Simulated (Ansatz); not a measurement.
# SnTeSe monolayer, Janus: modes against biaxial strain in the plane of the sheet

Wanted: the shifts of the zone-centre modes of SnTeSe monolayer, Janus with strain.

Main program and level: Ansatz 0.2.0; DFT PBE, scalar-relativistic, plane waves, PAW; PAW set soft_1.

### 1. Set-up

The cell holds 3 atoms: 1 Sn, 1 Se and 1 Te. Cell: a = 3.800 Å, b = 3.800 Å, c = 30.000 Å, α = 90.0°, β = 90.0°, γ = 120.0°. Vacuum lies along c. The height across the vacuum is the one that the program set for its solve, not the one typed.

### 2. A rough relaxation first

A rough relaxation comes first, because large forces or stress need no tight tolerances yet. The program lengthens the typed cell of 20.0 Å along the normal to 30.0 Å, as its cut-off of the electrostatics needs, and moves no atom.

The input, input.yaml:

```yaml
crystal:
  lattice:
    - [3.8, 0.0, 0.0]
    - [-1.9, 3.2909, 0.0]
    - [0.0, 0.0, 20.0]
  atoms:
    - { symbol: Sn, position: [0.0, 0.0, 0.5] }
    - { symbol: Se, position: [0.333333, 0.666667, 0.575] }
    - { symbol: Te, position: [0.666667, 0.333333, 0.42] }
  periodic: [true, true, false]
kpoints:
  mp_grid: { grid: [6, 6, 1] }
hamiltonian:
  xc: pbe
  pseudopotentials: { kind: paw, azcp: { folder: soft_1 } }
scf:
  occupations: { method: gaussian, width: 0.1 }
output:
  forces: true
  stress: true
  eigenvalues: true
relax:
  adjacent_minimum: "off"
  f_tol: 0.05
  max_steps: 80
  cell: { stress_2d_tol: 0.02 }
```

On the command line:

```sh
$ ansatz run input.yaml --threads 8 --pin off --max-ram 16384MiB --backend cpu --events-out ev --progress --plain --runs-dir out
```

Numbers of over 12 decimals in the logs are rounded to 6 here.

What it wrote:

```text
[...]
F+E_penalty+E_count = -18473.95529818 eV   max|allowed force component| = 9.252e-3 eV/Å   (the final SCF, on the basis selected at the relaxed cell)
  cell:  # Å, volume = 411.3215 Å³
    - [3.978916, 0.0, 0]
    - [-1.989458, 3.445842, 0]
    - [0, 0, 30.0]
  atoms:
    - { symbol: Sn, position: [2.4277589190853925e-18, 0, 0.335732] }
    - { symbol: Se, position: [0.333333, 0.666667, 0.387651] }
    - { symbol: Te, position: [0.666667, 0.333333, 0.273284] }
[key lines of the parts left out:]
SCF converged after 9 iterations
Free energy (F): -18473.955298 eV
Fermi energy:    -5.211949 eV
P = ½ c Tr σ = -0.0092 N/m
```

It took 9.4 s on 8 threads of AMD EPYC 7B13 (Zen 3), shared host; peak memory 0.93 GiB; 64 s of CPU time.

Relaxation path:

```csv
step,energy less that of the first step (eV),largest force component (eV/Å),volume (Å³)
1,0.0000,2.9974,375.16
2,-0.5845,0.5106,382.40
3,-0.6702,0.3523,402.19
4,-0.6490,0.7331,409.15
5,-0.6863,0.0559,410.33
6,-0.6865,0.0093,411.32
7*,-0.6872,0.0093,411.32
```

Relaxation steps marked * repeat the geometry before them on a plane-wave basis chosen anew for their cell, so energy and pressure can jump there. Relaxation step 4 was tried and not accepted.

Forces are held to the 6 operations that the run works with; a distortion that breaks them can't arise in this run.

```csv
cell as run,before,after,change
a (Å),3.800,3.979,+4.7 %
b (Å),3.800,3.979,+4.7 %
```

The atoms that moved most (Å, along periodic axes as changes of fractional coordinates times the final cell, across vacuum about the mean position):

```csv
atom,dx,dy,dz,length
Te3,0.000,0.000,-0.201,0.201
Se2,0.000,0.000,0.130,0.130
Sn1,0.000,0.000,0.072,0.072
```

The relaxed structure:

```xyz
3
Lattice="3.9789 0.0000 0.0000 -1.9895 3.4458 0.0000 0.0000 0.0000 30.0000" Properties=species:S:1:pos:R:3
Sn    0.0000    0.0000   10.0720
Se    0.0000    2.2972   11.6295
Te    1.9895    1.1486    8.1985
```

This step gave:

```
gap on the k-mesh : 0 eV
area per atom     : 4.57 Å²
```

The relaxation ends with a largest force component of 0.0093 eV/Å.

### 3. Relaxation

Harmonic phonons are second derivatives at a point where the forces vanish, and they are wanted at zero stress, so atoms and cell are relaxed first.

The input, input.yaml:

```yaml
crystal:
  lattice:
    - [3.9789159145, 0.0, 0.0]
    - [-1.9894579572, 3.4458422614, 0.0]
    - [0.0, 0.0, 30.0]
  atoms:
    - { symbol: Sn, position: [0.0, 0.0, 0.3357321029] }
    - { symbol: Se, position: [0.3333333333, 0.6666666667, 0.3876506041] }
    - { symbol: Te, position: [0.6666666667, 0.3333333333, 0.2732839597] }
  periodic: [true, true, false]
kpoints:
  mp_grid: { grid: [12, 12, 1] }
hamiltonian:
  xc: pbe
  pseudopotentials: { kind: paw, azcp: { folder: soft_1 } }
scf:
  occupations: { method: gaussian, width: 0.1 }
output:
  forces: true
  stress: true
  eigenvalues: true
  write_density: true
  write_potential: true
  elf: true
  volumetric_format: npy
relax:
  adjacent_minimum: "off"
  f_tol: 0.005
  max_steps: 80
  cell: { stress_2d_tol: 0.02 }
```

What it wrote:

```text
[...]
Crystal: 3 atoms, lattice volume = 411.321 Å³
Basis set: ecut = 420 eV, 8117 PW (Γ), exchange–correlation on 54×54×432 points (8 copies of the dense FFT grid, shifted against one another)
Bands: 28, of which v1, the nominal top of the filled ones, is band 23 counted from 1 (22 counted from 0)
Symmetry: 6 space group operations
[...]
k-points: 19 of 144 (time reversal used)
[...]
SCF iter  10: F=-18473.957440 eV  HF=-18473.957440 eV  |F-HF|=4.68e-9  |Δ(HF+E_count)|=   3.31e-8  Δρ=2.05e-7  dr2=1.39e-10  ethr=4.41e-12  ⟨swp⟩=9.8  Hψ=3780  notcnv=0
SCF 1 converged in 10 iterations: F = -18473.957440 eV  dr2 = 1.39e-10
[...]
relax step   1: F+E_penalty+E_count = -18473.95744007 eV  Δ(F+E_penalty+E_count) = +0.000e0 eV  max|allowed force component| = 1.361e-1 eV/Å  Δτ_max = 0.0000 Å  P = +0.028 N/m  Ω = 411.321 Å³  fix = [c, alpha, beta]  reactions: c +0.000 N/m  (10 SCF iters, dr2 threshold 1.00e-7 eV, accepted)
Crystal: 3 atoms, lattice volume = 412.837 Å³
Basis set: ecut = 420 eV, 8153 PW (Γ), exchange–correlation on 54×54×432 points (8 copies of the dense FFT grid, shifted against one another)
[...]
SCF iter   6: F=-18473.958973 eV  HF=-18473.958973 eV  |F-HF|=5.06e-8  |Δ(HF+E_count)|=   1.61e-7  Δρ=1.91e-6  dr2=1.99e-8  ethr=6.52e-10  ⟨swp⟩=15.1  Hψ=4740  notcnv=0
SCF 2 converged in 6 iterations: F = -18473.958973 eV  dr2 = 1.99e-8
relax step   2: F+E_penalty+E_count = -18473.95897274 eV  Δ(F+E_penalty+E_count) = -1.533e-3 eV  max|allowed force component| = 4.689e-2 eV/Å  Δτ_max = 0.0238 Å  P = +0.131 N/m  Ω = 412.837 Å³  energy of the carried Pulay correction = -2.990e-5 eV  fix = [c, alpha, beta]  reactions: c +0.000 N/m  (6 SCF iters, dr2 threshold 3.00e-7 eV, accepted)
Crystal: 3 atoms, lattice volume = 413.313 Å³
Basis set: ecut = 420 eV, 8177 PW (Γ), exchange–correlation on 54×54×432 points (8 copies of the dense FFT grid, shifted against one another)
[...]
SCF iter   5: F=-18473.959135 eV  HF=-18473.959135 eV  |F-HF|=8.88e-9  |Δ(HF+E_count)|=   6.20e-8  Δρ=1.22e-6  dr2=7.47e-9  ethr=2.99e-10  ⟨swp⟩=19.2  Hψ=5118  notcnv=0
SCF 3 converged in 5 iterations: F = -18473.959135 eV  dr2 = 7.47e-9
relax step   3: F+E_penalty+E_count = -18473.95913496 eV  Δ(F+E_penalty+E_count) = -1.622e-4 eV  max|allowed force component| = 3.677e-2 eV/Å  Δτ_max = 0.0068 Å  P = +0.000 N/m  Ω = 413.313 Å³  energy of the carried Pulay correction = -3.926e-5 eV  fix = [c, alpha, beta]  reactions: c +0.000 N/m  (5 SCF iters, dr2 threshold 1.37e-7 eV, accepted)
[...]
relax step   4: F+E_penalty+E_count = -18473.95920586 eV  Δ(F+E_penalty+E_count) = -7.090e-5 eV  max|allowed force component| = 1.775e-2 eV/Å  Δτ_max = 0.0051 Å  P = -0.014 N/m  Ω = 413.910 Å³  energy of the carried Pulay correction = -5.099e-5 eV  fix = [c, alpha, beta]  reactions: c -0.000 N/m  (4 SCF iters, dr2 threshold 8.45e-8 eV, accepted)
[...]
relax step   5: F+E_penalty+E_count = -18473.95922957 eV  Δ(F+E_penalty+E_count) = -2.371e-5 eV  max|allowed force component| = 4.484e-5 eV/Å  Δτ_max = 0.0012 Å  P = -0.000 N/m  Ω = 413.690 Å³  energy of the carried Pulay correction = -4.667e-5 eV  fix = [c, alpha, beta]  reactions: c -0.000 N/m  (4 SCF iters, dr2 threshold 1.97e-8 eV, accepted)
[...]
SCF iter   8: F=-18473.959279 eV  HF=-18473.959279 eV  |F-HF|=3.46e-10  |Δ(HF+E_count)|=  1.64e-10  Δρ=3.70e-9  dr2=5.82e-14  ethr=1.00e-12  ⟨swp⟩=7.0  Hψ=2456  notcnv=0
SCF 6 converged in 8 iterations: F = -18473.959279 eV  dr2 = 5.82e-14
relax step   6: F+E_penalty+E_count = -18473.95927895 eV  Δ(F+E_penalty+E_count) = -4.938e-5 eV  max|allowed force component| = 4.172e-5 eV/Å  Δτ_max = 0.0000 Å  P = -0.000 N/m  Ω = 413.690 Å³  fix = [c, alpha, beta]  reactions: c -0.000 N/m  stress off target by 2.28e-4 N/m on what of the cell is left free  SCF on the basis re-selected at this cell (its energy is not comparable with the rows above)  (8 SCF iters)
[...]
SCF converged after 8 iterations
Free energy (F): -18473.959279 eV
[...]
Internal energy: -18473.953062 eV  (E = F + TS)
E sigma→0 (E₀):  -18473.956171 eV
Entropy (-TS):   -0.006217 eV (-2.072 meV/atom)
Fermi energy:    -5.221621 eV
[...]
--- Forces (eV/Å), atoms counted from 1 ---
  atom   1  Sn    -0.00000000     0.00000000     0.00004173
  atom   2  Se    -0.00000000    -0.00000000    -0.00002923
  atom   3  Te     0.00000000     0.00000000    -0.00001248
  max |Σ_I F_I| component: 2.41e-8 eV/Å
--- 2D stress c σ (N/m, compression-positive) ---
       -0.000228       0.000000      -0.000000
        0.000000      -0.000228       0.000000
       -0.000000       0.000000      -0.000000
  P = ½ c Tr σ = -0.0002 N/m
--- Band table (eV; the first three rows and the last of 19) ---
  k-point 0: bands = [... 19 lower, -6.4007, -6.4007, -5.1481, -5.1481, -4.5741, -2.5081, -1.6505, -1.6505, ... 1 higher]
  k-point 1: bands = [... 19 lower, -6.8379, -6.5330, -5.6884, -5.1915, -4.1797, -2.1996, -1.6720 (-1.6720°), -1.5008, ... 1 higher]
  k-point 2: bands = [... 19 lower, -6.8507, -6.8469, -6.5018, -5.3183, -3.9209, -2.2348, -1.1566 (-1.1566°), -1.0134, ... 1 higher]
  k-point 18: bands = [... 19 lower, -9.0015, -8.8064, -6.6600, -6.3929, -4.4681, -1.3222, -0.7850, -0.0758, ... 1 higher]
  ° read free of the cell's end (the report's vacuum.weakly_bound_levels)
--- Relaxed structure (5 steps of the walk, 5 accepted, 1 SCFs on fresh bases) ---
[...]
cell:  # Å, volume = 413.6900 Å³
    - [3.990355, -2.8950501987014847e-11, 0]
    - [-1.995178, 3.455749, 0]
    - [0, 0, 30.0]
  atoms:
    - { symbol: Sn, position: [0, 0, 0.335350] }
    - { symbol: Se, position: [0.333333, 0.666667, 0.387389] }
    - { symbol: Te, position: [0.666667, 0.333333, 0.273928] }
```

Run time: 17 s. Hardware: 8 threads; peak memory 1.2 GiB.

The steps of the relaxation:

```csv
step,energy less that of the first step (eV),largest force component (eV/Å),volume (Å³)
1,0.0000,0.1361,411.32
2,-0.0015,0.0469,412.84
3,-0.0017,0.0368,413.31
4,-0.0018,0.0177,413.91
5,-0.0018,0.0000,413.69
6*,-0.0018,0.0000,413.69
```

Relaxation steps marked * repeat the geometry before them on a plane-wave basis chosen anew for their cell, so energy and pressure can jump there.

Forces are held to the 6 operations that the run works with; a distortion that breaks them can't arise in this run.

```csv
cell as run,before,after,change
a (Å),3.979,3.990,+0.3 %
b (Å),3.979,3.990,+0.3 %
```

The atoms that moved most (Å, along periodic axes as changes of fractional coordinates times the final cell, across vacuum about the mean position):

```csv
atom,dx,dy,dz,length
Te3,0.000,0.000,0.019,0.019
Sn1,0.000,0.000,-0.011,0.011
Se2,0.000,0.000,-0.008,0.008
```

The relaxed structure:

```xyz
3
Lattice="3.9904 0.0000 0.0000 -1.9952 3.4557 0.0000 0.0000 0.0000 30.0000" Properties=species:S:1:pos:R:3
Sn    0.0000    0.0000   10.0605
Se    0.0000    2.3038   11.6217
Te    1.9952    1.1519    8.2178
```

This step gave:

```yaml
area_per_atom: 4.597 Å²
```

Valence density in the ac plane at fractional y = 0.000, with atoms of Sn within 0.2 Å of it. It is the smooth field of the valence electrons, not physical close to the nuclei.

Ten steps, logarithmic in the rise over the least value, from '0' (0.00 × 1e0 e/Å³) to '9' (6.26 × 1e0 e/Å³), each cell a mean:
```
00000000000000
00000000000000
00000000000000
00000000000000
00000000000000
00000000000000
00000000000000
00000000000000
00000000000000
00000000000000
00000000000000
00000000000000
00000000000000
00000011100000
11122333322211
99743222223589
87643222233468
11122333332211
00000111110000
00000000000000
00000000000000
00000000000000
00000000000000
00000000000000
```
Columns run along a (4.0 Å), rows up along c (30.0 Å). Atoms in or near the plane, at fractional coordinates: Sn at (0.00, 0.34).

ELF in the ac plane at fractional y = 0.000, with atoms of Sn within 0.2 Å of it. It is the smooth field of the valence electrons, not physical close to the nuclei.

Ten even steps from '0' (0.00) to '9' (0.69), each cell a mean:
```
00000000000000
00000000000000
00000000000000
00000000000000
00000000000000
00000000000000
00000000000000
00000000000000
00000000000000
00000000000000
00000000000000
00000000000000
00000000000000
00012456542000
11247999986321
11244544454321
22345655565432
11258999997421
00024677753100
00000000000000
00000000000000
00000000000000
00000000000000
00000000000000
```
Columns run along a (4.0 Å), rows up along c (30.0 Å). Atoms in or near the plane, at fractional coordinates: Sn at (0.00, 0.34).

Electrostatic potential energy in the ac plane at fractional y = 0.000, with atoms of Sn within 0.2 Å of it. With pseudopotentials it is smooth inside the atoms' cores, unlike the true potential.

Ten even steps from '0' (-11 eV) to '9' (0 eV), each cell a mean:
```
99999999999999
99999999999999
99999999999999
99999999999999
99999999999999
99999999999999
99999999999999
99999999999999
99999999999999
99999999999999
99999999999999
99999999999999
99999999999999
99999999999999
66777654567766
42002566641003
21113555553101
77776421246777
99998888889999
99999999999999
99999999999999
99999999999999
99999999999999
99999999999999
```
Columns run along a (4.0 Å; values clipped at the 3rd and 97th percentile), rows up along c (30.0 Å). Atoms in or near the plane, at fractional coordinates: Sn at (0.00, 0.34).

### 4. Tight relaxation

Phonons need small forces and stress, so the relaxation is finished with tight tolerances on 12×12×1 k points.

input.yaml, the sections that differ from step 3:

```yaml
crystal:
  lattice:
    - [3.9903554847, 0.0, 0.0]
    - [-1.9951777423, 3.4557492199, 0.0]
    - [0.0, 0.0, 30.0]
  atoms:
    - { symbol: Sn, position: [0.0, 0.0, 0.335350006] }
    - { symbol: Se, position: [0.3333333333, 0.6666666667, 0.3873888371] }
    - { symbol: Te, position: [0.6666666667, 0.3333333333, 0.2739278235] }
  periodic: [true, true, false]
scf:
  occupations: { method: methfessel_paxton, width: 0.2 }
relax:
  adjacent_minimum: "off"
  f_tol: 0.001
  max_steps: 60
  cell: { stress_2d_tol: 0.002 }
# kpoints, hamiltonian, output: as in step 3
```

What it wrote:

```text
[...]
Crystal: 3 atoms, lattice volume = 413.690 Å³
Basis set: ecut = 420 eV, 8177 PW (Γ), exchange–correlation on 54×54×432 points (8 copies of the dense FFT grid, shifted against one another)
Bands: 28, of which v1, the nominal top of the filled ones, is band 23 counted from 1 (22 counted from 0)
Symmetry: 6 space group operations
[...]
° read free of the cell's end (the report's vacuum.weakly_bound_levels)
--- Relaxed structure (5 steps of the walk, 4 accepted, 1 SCFs on fresh bases) ---
[...]
cell:  # Å, volume = 414.1581 Å³
    - [3.992612, -2.8883834099179974e-11, 0]
    - [-1.996306, 3.457704, 0]
    - [0, 0, 30.0]
  atoms:
    - { symbol: Sn, position: [0, 0, 0.335294] }
    - { symbol: Se, position: [0.333333, 0.666667, 0.387333] }
    - { symbol: Te, position: [0.666667, 0.333333, 0.274040] }
[key lines of the parts left out:]
SCF converged after 9 iterations
Free energy (F): -18473.956830 eV
Fermi energy:    -5.224616 eV
P = ½ c Tr σ = -0.0007 N/m
```

Elapsed: 17 s, on 8 threads; peak memory 1.1 GiB.

Little changed from the start: no atom moved by 0.005 Å and no cell edge by 0.1 %.

Numbers from this step:

| Quantity | Value |
| --- | --- |
| area per atom | 4.602 Å² |

Electrostatic potential energy in the ac plane at fractional y = 0.000, with atoms of Sn within 0.2 Å of it. With pseudopotentials it is smooth inside the atoms' cores, unlike the true potential.

Ten even steps from '_' (-11 eV) to '@' (0 eV), each cell a mean:
```
@@@@@@@@@@@@@@@@@@@@@@@@@@@@
@@@@@@@@@@@@@@@@@@@@@@@@@@@@
@@@@@@@@@@@@@@@@@@@@@@@@@@@@
@@@@@@@@@@@@@@@@@@@@@@@@@@@@
@@@@@@@@@@@@@@@@@@@@@@@@@@@@
@@@@@@@@@@@@@@@@@@@@@@@@@@@@
@@@@@@@@@@@@@@@@@@@@@@@@@@@@
@@@@@@@@@@@@@@@@@@@@@@@@@@@@
@@@@@@@@@@@@@@@@@@@@@@@@@@@@
@@@@@@@@@@@@@@@@@@@@@@@@@@@@
@@@@@@@@@@@@@@@@@@@@@@@@@@@@
@@@@@@@@@@@@@@@@@@@@@@@@@@@@
@@@@@@@@@@@@@@@@@@@@@@@@@@@@
@@@@@@@@@@@@@@@@@@@@@@@@@@@@
****######**++==++**####****
==::____::++******==..____--
........--++++++++++--..__..
########**==::..::==**######
@@@@@@@@%%%%%%%%%%%%@@@@@@@@
@@@@@@@@@@@@@@@@@@@@@@@@@@@@
@@@@@@@@@@@@@@@@@@@@@@@@@@@@
@@@@@@@@@@@@@@@@@@@@@@@@@@@@
@@@@@@@@@@@@@@@@@@@@@@@@@@@@
@@@@@@@@@@@@@@@@@@@@@@@@@@@@
```
Columns run along a (4.0 Å; values clipped at the 3rd and 97th percentile), rows up along c (30.0 Å). Atoms in or near the plane, at fractional coordinates: Sn at (0.00, 0.34).

Valence density in the ac plane at fractional y = 0.000, with atoms of Sn within 0.2 Å of it. It is the smooth field of the valence electrons, not physical close to the nuclei.

Ten steps, logarithmic in the rise over the least value, from '_' (0.00 × 1e0 e/Å³) to '@' (6.24 × 1e0 e/Å³), each cell a mean:
```
____________________________
____________________________
____________________________
____________________________
____________________________
____________________________
____________________________
____________________________
____________________________
____________________________
____________________________
____________________________
____________________________
____________......__________
......::::--------::::::....
@@@@##==--::::::::::--++%%@@
%%##**==--::::::::----==**%%
......::::----------::::....
__________..........________
____________________________
____________________________
____________________________
____________________________
____________________________
```
Columns run along a (4.0 Å), rows up along c (30.0 Å). Atoms in or near the plane, at fractional coordinates: Sn at (0.00, 0.34).

ELF in the ac plane at fractional y = 0.000, with atoms of Sn within 0.2 Å of it. It is the smooth field of the valence electrons, not physical close to the nuclei.

Ten even steps from '0' (0.00) to '9' (0.69), each cell a mean:
```
00000000000000
00000000000000
00000000000000
00000000000000
00000000000000
00000000000000
00000000000000
00000000000000
00000000000000
00000000000000
00000000000000
00000000000000
00000000000000
00012456542000
11247999986321
11244544454321
22345655565432
11258999997421
00024677753100
00000000000000
00000000000000
00000000000000
00000000000000
00000000000000
```
Columns run along a (4.0 Å), rows up along c (30.0 Å). Atoms in or near the plane, at fractional coordinates: Sn at (0.00, 0.34).

The largest force component left is 0.48 meV/Å, within the tolerances set.

(Continued in part 2 of 2.)

[Logs are printed without paths, hosts, clocks, repeated set-up lines and the standing remarks that a program may print on its own settings, such as how far it seeks lower states.]

[Hosts, paths, dates, database ids (printed as entryN), source tags and the programs' standing remarks are cut or masked in the printed files.]
